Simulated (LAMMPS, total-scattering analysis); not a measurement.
## fcc solid solution (Pt0.34,Au0.66): Uiso of Au against temperature

Simulated by classical molecular dynamics (LAMMPS) with the EAM universal-3 functions (Foiles, Baskes and Daw, Phys. Rev. B 33, 7983 (1986)); 500 atoms, zero pressure, classical nuclei. Uiso is the variance of an atom's position about its mean, per direction. These functions were fitted to pure metals and dilute alloys; melting points and liquid structure are extrapolations.

| T (K) | Uiso of Au (Å²) |
| --- | --- |
| 100 | 0.0030 |
| 300 | ? |
| 870 | 0.0333 |
| 1070 | 0.0462 |
| 1230 | 0.0615 |

**Task.** Fit U/T against T with a straight line, read an effective Debye temperature from it, and predict the withheld row.

U/T in 10⁻⁵ Å²/K: 3.000 at 100 K, 3.828 at 870 K, 4.318 at 1070 K, 5.000 at 1230 K. The means are 817.5 K and 4.037; Σ(x − x̄)(y − ȳ) = 1201.3 and Σ(x − x̄)² = 7.5148e+05, so the slope is 1.599e-03 per K and the intercept 2.730.

The intercept is the harmonic part: U = 3ħ²T/(M k θ²) with 3ħ²/(k u Å²) = 145.5 K and M = 196.97 u gives θ = √(145.5/(196.97 × 2.730×10⁻⁵)) = 165 K, an effective value for this element. The slope is the anharmonic part, expansion included: by 1230 K it adds 72 % to U.

At 300 K, U = 300 × (2.730 + 0.480)×10⁻⁵ = 0.0096 Å²; the run gave 0.0095, a miss of +1.1 %.
